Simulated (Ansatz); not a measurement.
# N on Mo(100): change of the work function, part 2 of 2

How does N on the hollow site change the work function of Mo(100) as the layer fills?

Ansatz 0.2.0; plane-wave DFT, PBE, Ansatz PAW.

So far, work function, upper face (eV): step 2 (the clean slab) 3.83; step 3 (37 atoms, coverage 0.111 ML, cell 3x3) 3.80; step 4 (17 atoms, coverage 0.25 ML, cell 2x2) 3.85.

### Step 5. The covered slab, k-mesh 6×6×1, coverage 0.5 ML

System of this step: Mo8N (N/Mo(100)). The cell holds 18 atoms: 16 Mo and 2 N. Its edges and angles: a = 6.300 Å, b = 6.300 Å, c = 23.239 Å, α = 90.0°, β = 90.0°, γ = 90.0°. Vacuum lies along c.

Contents of input.yaml:

```yaml
crystal:
  lattice:
    - [6.3, 0.0, 0.0]
    - [0.0, 6.3, 0.0]
    - [0.0, 0.0, 23.2388020955]
  atoms:
    - { symbol: Mo, position: [0.25, 0.25, 0.3872833016] }
    - { symbol: Mo, position: [0.0, 0.0, 0.4550578793] }
    - { symbol: Mo, position: [0.25, 0.25, 0.5257143542] }
    - { symbol: Mo, position: [0.0, 0.0, 0.5851780234] }
    - { symbol: Mo, position: [0.25, 0.75, 0.3872833016] }
    - { symbol: Mo, position: [0.0, 0.5, 0.4550578793] }
    - { symbol: Mo, position: [0.25, 0.75, 0.5257143542] }
    - { symbol: Mo, position: [0.0, 0.5, 0.5851780234] }
    - { symbol: Mo, position: [0.75, 0.25, 0.3872833016] }
    - { symbol: Mo, position: [0.5, 0.0, 0.4550578793] }
    - { symbol: Mo, position: [0.75, 0.25, 0.5257143542] }
    - { symbol: Mo, position: [0.5, 0.0, 0.5851780234] }
    - { symbol: Mo, position: [0.75, 0.75, 0.3872833016] }
    - { symbol: Mo, position: [0.5, 0.5, 0.4550578793] }
    - { symbol: Mo, position: [0.75, 0.75, 0.5257143542] }
    - { symbol: Mo, position: [0.5, 0.5, 0.5851780234] }
    - { symbol: "N", position: [0.25, 0.25, 0.6127166984] }
    - { symbol: "N", position: [0.75, 0.75, 0.6127166984] }
kpoints:
  mp_grid: { grid: [6, 6, 1] }
hamiltonian:
  xc: pbe
scf:
  occupations: { method: fermi_dirac, width: 0.1 }
  convergence: { dr2_threshold: 1.0e-08 }
efield:
  axis: 3
  dipole_correction: true
  ramp_position: 0.97
  ramp_width: 0.06
relax:
  f_tol: 0.02
  max_steps: 60
  constraints: [{ sites: [0, 1, 4, 5, 8, 9, 12, 13] }]
output:
  dos: { projected: true, e_range: [-8, 4] }
  write_potential: true
  write_density: true
  volumetric_format: npy
  elf: true
```

Started as:

```console
> ansatz run input.yaml --threads 4 --pin off --max-ram 16384MiB --backend cpu --events-out ev --progress --plain --runs-dir out
```

Run time: 3.2 min. Hardware: 4 threads of Arm Neoverse V1, shared host; peak memory 3.2 GiB; 13 min of CPU time.

Step by step:

```tsv
step	energy less that of the first step (eV)	largest force component (eV/Å)
1	0.0000	4.3131
2	-1.1641	1.0941
3	-1.3428	0.0758
4	-1.3444	0.0184
```

Forces are held to the 16 operations that the program found; a distortion that breaks them can't arise in this run.

The atoms that moved most (Å):

```tsv
atom	dx	dy	dz	length
Mo4	0.000	0.000	0.144	0.144
Mo8	0.000	0.000	0.144	0.144
Mo16	0.000	0.000	0.144	0.144
Mo12	0.000	0.000	0.144	0.144
Mo3	0.000	0.000	-0.143	0.143
Mo15	0.000	0.000	-0.143	0.143
N18	0.000	0.000	-0.091	0.091
N17	0.000	0.000	-0.091	0.091
```

Final coordinates:

```
Mo N
1.0
     6.30000    0.00000    0.00000
     0.00000    6.30000    0.00000
     0.00000    0.00000   23.23880
Mo N
16 2
Direct
  0.25000 0.25000 0.38728
  0.00000 0.00000 0.45506
  0.25000 0.25000 0.51955
  0.00000 0.00000 0.59139
  0.25000 0.75000 0.38728
  0.00000 0.50000 0.45506
  0.25000 0.75000 0.52692
  0.00000 0.50000 0.59139
  0.75000 0.25000 0.38728
  0.50000 0.00000 0.45506
  0.75000 0.25000 0.52692
  0.50000 0.00000 0.59139
  0.75000 0.75000 0.38728
  0.50000 0.50000 0.45506
  0.75000 0.75000 0.51955
  0.50000 0.50000 0.59139
  0.25000 0.25000 0.60878
  0.75000 0.75000 0.60878
```

The density of states has structure finer than the step of the table below, so its rows give means over 0.25 eV. Peaks (eV: height): -5.140: 49.9, -2.650: 42.8, -0.360: 42.8, 0.840: 44.8, 1.260: 47.0, 1.350: 43.6, 1.410: 48.3.

Density of states against energy, zero at the Fermi level; means over each step:

energy (eV), density of states (states/eV a cell) and a bar:
```
    -6.75        0.0 
    -6.50        0.2 
    -6.25        3.6 ###
    -6.00        6.4 #####
    -5.75        7.3 ######
    -5.50        2.9 ##
    -5.25        9.0 #######
    -5.00       12.0 ##########
    -4.75       12.5 ##########
    -4.50       11.6 #########
    -4.25       15.5 ############
    -4.00       18.1 ###############
    -3.75       14.1 ###########
    -3.50        9.1 #######
    -3.25       22.9 ##################
    -3.00       32.9 ###########################
    -2.75       24.4 ####################
    -2.50       23.4 ###################
    -2.25       22.1 ##################
    -2.00       14.2 ###########
    -1.75       22.3 ##################
    -1.50       19.9 ################
    -1.25       15.6 #############
    -1.00       14.7 ############
    -0.75       21.6 #################
    -0.50       22.4 ##################
    -0.25       17.6 ##############
     0.00       13.6 ###########
     0.25       10.7 #########
     0.50       20.6 #################
     0.75       20.8 #################
     1.00       26.9 ######################
     1.25       37.3 ##############################
```

The relaxation took 4 steps and lowered the energy by 1.3 eV; the largest force on the free atoms ends at 0.018 eV/Å.

The covered face has 3.60 eV, -0.23 eV against the clean one; the bare back face has moved by +0.06 eV, a measure of how thin the slab is.

### Step 6. The covered slab, k-mesh 12×12×1, coverage 1 ML

System of this step: Mo4N (N/Mo(100)). The cell holds 5 atoms: 4 Mo and 1 N. Its edges and angles: a = 3.150 Å, b = 3.150 Å, c = 23.239 Å, α = 90.0°, β = 90.0°, γ = 90.0°. Vacuum lies along c.

input.yaml, the sections that differ from step 5:

```yaml
crystal:
  lattice:
    - [3.15, 0.0, 0.0]
    - [0.0, 3.15, 0.0]
    - [0.0, 0.0, 23.2388020955]
  atoms:
    - { symbol: Mo, position: [0.5, 0.5, 0.3872833016] }
    - { symbol: Mo, position: [0.0, 0.0, 0.4550578793] }
    - { symbol: Mo, position: [0.5, 0.5, 0.5257143542] }
    - { symbol: Mo, position: [0.0, 0.0, 0.5851780234] }
    - { symbol: "N", position: [0.5, 0.5, 0.6127166984] }
kpoints:
  mp_grid: { grid: [12, 12, 1] }
relax:
  f_tol: 0.02
  max_steps: 60
  constraints: [{ sites: [0, 1] }]
output:
  write_potential: true
  write_density: true
  volumetric_format: npy
# hamiltonian, scf, efield: as in step 5
```

It took 32 s on 4 threads; peak memory 0.6 GiB.

Step by step:

```tsv
step	energy less that of the first step (eV)	largest force component (eV/Å)
1	0.0000	4.6989
2	-0.8510	1.0788
3	-0.9064	0.4872
4	-0.9158	0.2684
5	-0.9186	0.0247
6	-0.9186	0.0036
```

The run keeps the 8 symmetry operations that the program found, so distortions that break them were not tested.

The atoms that moved most (Å):

```tsv
atom	dx	dy	dz	length
Mo4	0.000	0.000	0.314	0.314
Mo3	0.000	0.000	-0.082	0.082
N5	0.000	0.000	-0.073	0.073
```

Final coordinates:

```
Mo N
1.0
     3.15000    0.00000    0.00000
     0.00000    3.15000    0.00000
     0.00000    0.00000   23.23880
Mo N
4 1
Direct
  0.50000 0.50000 0.38728
  0.00000 0.00000 0.45506
  0.50000 0.50000 0.52217
  0.00000 0.00000 0.59870
  0.50000 0.50000 0.60955
```

The relaxation took 6 steps and lowered the energy by 0.92 eV; the largest force on the free atoms ends at 0.0036 eV/Å.

The covered face has 3.63 eV, -0.20 eV against the clean one; the bare back face has moved by +0.12 eV, a measure of how thin the slab is.

### Step 7. Work function against coverage

This step: plane-wave DFT, PBE, Ansatz PAW; work function against coverage (Ansatz 0.2.0).

The runs are now put side by side.

This step gave:

* work function of the clean face: 3.830 eV
* largest change of the work function: -0.2269 eV

Work function of the covered face against coverage:

```tsv
coverage (adsorbates/nm²)	work function of the covered face (eV)
0.00	3.83
1.12	3.80
2.52	3.85
5.04	3.60
10.08	3.63
```

The dipole per adsorbate comes from the change of the cell's dipole. Coverage, by row:

```tsv
coverage (1/nm²)	coverage (ML)	work function (eV)	change (eV)	dipole per adsorbate, positive end outwards (debye)	mean height of the added atoms over the highest substrate atom (Å)
1.12	0.1111	3.801	-0.02957	0.099	0.5713
2.52	0.25	3.854	0.02342	-0.005	0.5429
5.039	0.5	3.603	-0.2269	0.153	0.4042
10.08	1	3.628	-0.2025	0.085	0.2522
```

### Step 8. Results

| Quantity | Value |
| --- | --- |
| work function of the clean face | 3.83 eV |
| work function at 0.11 ML | 3.80 eV |
| work function at 0.25 ML | 3.85 eV |
| work function at 0.5 ML | 3.60 eV |
| work function at 1 ML | 3.63 eV |
| dipole per adsorbate at 0.11 ML, positive end outwards | 0.10 D |

In words: At the lowest coverage N changes the work function of Mo(100) by under 0.15 eV, within the error of so thin a slab; the largest change, -0.23 eV, comes at higher coverage. The slab has 4 layers, at the tabulated experimental lattice constant, one starting site was run, and quantum-size effects of a slab this thin can reach one or two tenths of an eV.

[Long decimals in the printed logs are rounded to 6 places.]

[Logs are printed without paths, hosts, clocks, repeated set-up lines and the standing remarks that a program may print on its own settings, such as how far it seeks lower states.]

[Hosts, paths, dates, database ids (printed as entryN), source tags and the programs' standing remarks are cut or masked in the printed files.]

[Maps of the electrostatic potential energy from Ansatz leave out the sawtooth potential of an applied field or a dipole correction, so their vacuum need not be flat; planar profiles and work functions include it.]

[The density of states shown here was stored with 400 of the rows of the run's finer table, so its peaks can read low, often by over a quarter, or be missed, and its means over a window can be off by a tenth or more.]
